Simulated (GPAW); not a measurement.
# C/Ir(100): work function by functional and basis, part 3 of 3

How far do functional and basis move the work function of C/Ir(100)?

GPAW 26.7.0; GPAW, PAW setups; slab in vacuum, relaxation (the session's first sound run).

So far, upper work function (eV): step 2 (relaxing the atoms, PBE, GPAW) 6.19; step 5 (self-consistent run: xc = "RPBE") 6.09; step 6 (self-consistent run: xc = "revPBE") 6.09; step 7 (self-consistent run: xc = "LDA") 6.45; step 8 (self-consistent run: xc = "vdW-DF2", GPAW, PAW setups, GPAW) 6.63.

### 9. Real-space grid: mode = "fd"

A real-space grid is a second complete basis, so it checks the plane-wave result.

run.py

```python
import json
import numpy as np
from ase import Atoms
from gpaw import GPAW

slab = Atoms(
    ['Ir', 'Ir', 'Ir', 'Ir', 'C'],
    positions=[
        [1.35765, 1.35765, 7.00000],
        [0.00000, 0.00000, 8.92000],
        [1.35765, 1.35765, 10.82236],
        [-0.00000, -0.00000, 12.93712],
        [1.35765, 0.00000, 14.22624]],
    cell=[[2.71529, 0.0, 0.0], [0.0, 2.71529, 0.0], [0.0, 0.0, 21.45284]],
    pbc=[True, True, False])

slab.calc = GPAW(mode='fd', h=0.18, xc='PBE', kpts={'size': (12, 12, 1), 'gamma': True},
                 occupations={'name': 'fermi-dirac', 'width': 0.1}, nbands='160%',
                 convergence={'density': 1e-05}, maxiter=200,
                 poissonsolver={'dipolelayer': 'xy'},
                 symmetry={'tolerance': 1e-3}, txt='slab.txt')
result = {}
energy = slab.get_potential_energy()
fermi = slab.calc.get_fermi_level()
v = slab.calc.get_electrostatic_potential().mean((0, 1)) - fermi
n = slab.calc.get_pseudo_density().mean((0, 1))
L = slab.cell[2, 2]
z = np.arange(len(v)) * L / len(v)
low, high = slab.positions[:, 2].min(), slab.positions[:, 2].max()
below, above = np.interp([low - 4.8, high + 4.8], z, v)
slopes = [np.interp(x, z, np.gradient(v, z)) for x in (low - 4.8, high + 4.8)]
eps = np.array([[slab.calc.get_eigenvalues(k, s) for k in range(len(slab.calc.get_ibz_k_points()))]
                for s in range(slab.calc.get_number_of_spins())]) - fermi
top, bottom = eps[eps < 0].max(), eps[eps > 0].min()
dipole = slab.get_dipole_moment()[2]
print(f'energy {energy:.4f} eV, Fermi level {fermi:.4f} eV, dipole {dipole:.5f} e A')
print(f'potential 4.8 A off the faces, from the Fermi level: lower {below:.4f} eV, upper {above:.4f} eV')
print(f'slope of the potential there: lower {slopes[0]:.5f}, upper {slopes[1]:.5f} eV/A')
print(f'nearest levels on the mesh: {top:.4f} and {bottom:.4f} eV')
print('magnetic moment', round(slab.get_magnetic_moment(), 3))
result.update(energy=energy, fermi=fermi, dipole=dipole, below=below, above=above, slopes=slopes, edges=[top, bottom],
              z=z.tolist(), v=v.tolist(), n=n.tolist(), positions=slab.positions.tolist(),
              forces=slab.get_forces(apply_constraint=False).tolist(), moments=slab.get_magnetic_moments().tolist())
json.dump(result, open('result.json', 'w'))
```

Launch:

```sh
OMP_NUM_THREADS=1 OPENBLAS_NUM_THREADS=1 python run.py
```

The log of the run:

```text
energy -42.0664 eV, Fermi level -5.8366 eV, dipole -0.02918 e A
potential 4.8 A off the faces, from the Fermi level: lower 5.4784 eV, upper 6.1947 eV
slope of the potential there: lower -0.00041, upper 0.00002 eV/A
nearest levels on the mesh: -0.0034 and 0.0031 eV
magnetic moment 0.0
```

Run time: 21 min. Hardware: 1 thread of Arm Neoverse V2, shared host; peak memory 1.8 GiB.

This step gave:

| Property | Result |
| --- | --- |
| dipole along the normal | -0.02918 e·Å |
| levels nearest the Fermi level on the mesh | -0.003352, 0.003093 eV from the Fermi level |
| upper work function | 6.195 eV |
| lower work function | 5.478 eV |

Electrostatic potential energy of an electron (without an applied field's), less the Fermi level, planar mean against z:

```
z (Å)  electrostatic potential energy of an electron (without an applied field's), less the Fermi level, planar mean (eV)
  0.0                                                                                                                5.84
  0.5                                                                                                                5.48
  1.0                                                                                                                5.48
  1.5                                                                                                                5.48
  2.0                                                                                                                5.48
  2.5                                                                                                                5.48
  3.0                                                                                                                5.48
  3.5                                                                                                                5.47
  4.0                                                                                                                5.46
  4.5                                                                                                                5.40
  5.0                                                                                                                5.17
  5.5                                                                                                                4.27
  6.0                                                                                                               0.726
  6.5                                                                                                               -11.8
  7.0                                                                                                               -25.8
  7.5                                                                                                               -12.7
  8.0                                                                                                               -4.48
  8.5                                                                                                               -16.2
  9.0                                                                                                               -26.1
  9.5                                                                                                               -10.8
 10.0                                                                                                               -5.56
 10.5                                                                                                               -19.6
 11.0                                                                                                               -24.0
 11.5                                                                                                               -7.31
 12.0                                                                                                               -3.09
 12.5                                                                                                               -15.6
 13.0                                                                                                               -26.5
 13.5                                                                                                               -11.9
 14.0                                                                                                               -9.28
 14.5                                                                                                               -5.04
 15.0                                                                                                                3.79
 15.5                                                                                                                5.74
 16.0                                                                                                                6.11
 16.5                                                                                                                6.18
 17.0                                                                                                                6.19
 17.5                                                                                                                6.19
 18.0                                                                                                                6.19
 18.5                                                                                                                6.19
 19.0                                                                                                                6.19
 19.5                                                                                                                6.19
 20.0                                                                                                                6.19
 20.5                                                                                                                6.19
 21.0                                                                                                                6.19
```

The upper face's work function is 6.195 eV, against 6.193 eV in the first plane-wave PBE run at this geometry.

### 10. Atomic orbitals: mode = "lcao"

Atom-centred orbitals end a few angstrom from the surface, which tests how much the density's tail matters.

run.py, as its differences from that of step 9:

```diff
@@ -16,4 +16,4 @@
 
-slab.calc = GPAW(mode='fd', h=0.18, xc='PBE', kpts={'size': (12, 12, 1), 'gamma': True},
-                 occupations={'name': 'fermi-dirac', 'width': 0.1}, nbands='160%',
+slab.calc = GPAW(mode='lcao', basis='dzp', h=0.18, xc='PBE', kpts={'size': (12, 12, 1), 'gamma': True},
+                 occupations={'name': 'fermi-dirac', 'width': 0.1}, nbands='120%',
                  convergence={'density': 1e-05}, maxiter=200,
```

The log of the run:

```text
energy -40.3843 eV, Fermi level -5.8552 eV, dipole -0.02859 e A
potential 4.8 A off the faces, from the Fermi level: lower 5.5043 eV, upper 6.2061 eV
slope of the potential there: lower -0.00039, upper 0.00000 eV/A
nearest levels on the mesh: -0.0064 and 0.0001 eV
magnetic moment 0.0
```

Run time: 26 min. Hardware: 1 thread; peak memory 0.45 GiB.

Numbers from this step:

* dipole along the normal: -0.02859 e·Å
* levels nearest the Fermi level on the mesh: -0.006437, 6.42e-5 eV from the Fermi level
* upper work function: 6.206 eV
* lower work function: 5.504 eV

The upper face's work function is 6.206 eV, against 6.193 eV in the first plane-wave PBE run at this geometry.

### 11. All levels side by side

Times are for 1 thread of Arm Neoverse V2, shared host. The runs compared:

```
no.         run  upper work function (eV)  lower work function (eV)     time  memory (GiB)
  1          pw                     6.193                     5.478    4 min          0.38
  2  optPBE vdW                     6.441                     5.639  4.1 min          0.51
  3        RPBE                     6.091                     5.323  3.9 min          0.38
  4      revPBE                     6.090                     5.342    4 min          0.38
  5         LDA                     6.446                     5.831  3.9 min          0.38
  6     vdW DF2                     6.625                     5.752  4.5 min          0.51
  7          fd                     6.195                     5.478   21 min           1.8
  8        lcao                     6.206                     5.504   26 min          0.45
```

### 12. Side by side

Results and costs are gathered.

This step: comparison of work functions, dipole and cost (GPAW 26.7.0).

Ladder, by row:

```
      step  code  work function, upper (eV)  work function, lower (eV)  dipole (e Å)  wall time (s)  peak memory (GiB)  threads
        pw  GPAW                      6.193                      5.478      -0.02901          240.9               0.38        1
optPBE-vdW  GPAW                      6.441                      5.639      -0.03262          244.9               0.51        1
      RPBE  GPAW                      6.091                      5.323      -0.03121          236.1               0.38        1
    revPBE  GPAW                       6.09                      5.342      -0.03041          241.3               0.38        1
       LDA  GPAW                      6.446                      5.831      -0.02495          233.2               0.38        1
   vdW-DF2  GPAW                      6.625                      5.752      -0.03549          269.4               0.51        1
        fd  GPAW                      6.195                      5.478      -0.02918           1239               1.83        1
      lcao  GPAW                      6.206                      5.504      -0.02859           1538               0.45        1
```

### 13. A changed run

One more run, with changed settings.

This step: GPAW, PAW setups; slab in vacuum (GPAW 26.7.0).

run.py, as its differences from that of step 10:

```diff
@@ -3,3 +3,3 @@
 from ase import Atoms
-from gpaw import GPAW
+from gpaw import GPAW, PW
 
@@ -16,5 +16,5 @@
 
-slab.calc = GPAW(mode='lcao', basis='dzp', h=0.18, xc='PBE', kpts={'size': (12, 12, 1), 'gamma': True},
-                 occupations={'name': 'fermi-dirac', 'width': 0.1}, nbands='120%',
-                 convergence={'density': 1e-05}, maxiter=200,
+slab.calc = GPAW(mode=PW(500), xc='PBE', kpts={'size': (12, 12, 1), 'gamma': True},
+                 occupations={'name': 'fermi-dirac', 'width': 0.1}, nbands='80%',
+                 convergence={'density': 1e-05}, maxiter=100,
                  poissonsolver={'dipolelayer': 'xy'},
```

The log of the run:

```text
ValueError: Too few bands!  Electrons: 64.0, bands: 80%
```

It took 0.68 s on 1 thread; peak memory 0.1 GiB.

The program refused the input before any cycle.

The program's message: “ValueError: Too few bands! Electrons: 64.0, bands: 80%”

The change that led to it: nbands = "80 % of the filled bands".

### 14. Outcome

| Item | Value |
| --- | --- |
| work function, upper and lower face | 6.193 and 5.478 eV |
| dipole along the normal | -0.0290 e Å |

In words: With plane waves and PBE the work function is 6.19 eV on the upper face and 5.48 eV on the lower. The two faces differ by 0.71 eV, the step that the slab's dipole makes (e p/(ε0 A) gives 0.71 eV), so the dipole layer is needed. Over the sound runs of the table the upper face's work function spans 6.090 (revPBE) to 6.625 eV (vdW-DF2). The cell of 7.37 Å² holds one C, started on one chosen site; other sites and coverages weren't tried. The in-plane lattice was kept as typed, which isn't the functional's own and leaves some strain; spin-orbit coupling and temperature are left out.

[Logs are printed without paths, hosts, clocks, repeated set-up lines and the standing remarks that a program may print on its own settings, such as how far it seeks lower states.]

[Hosts, paths, dates, database ids (printed as entryN), source tags and the programs' standing remarks are cut or masked in the printed files.]
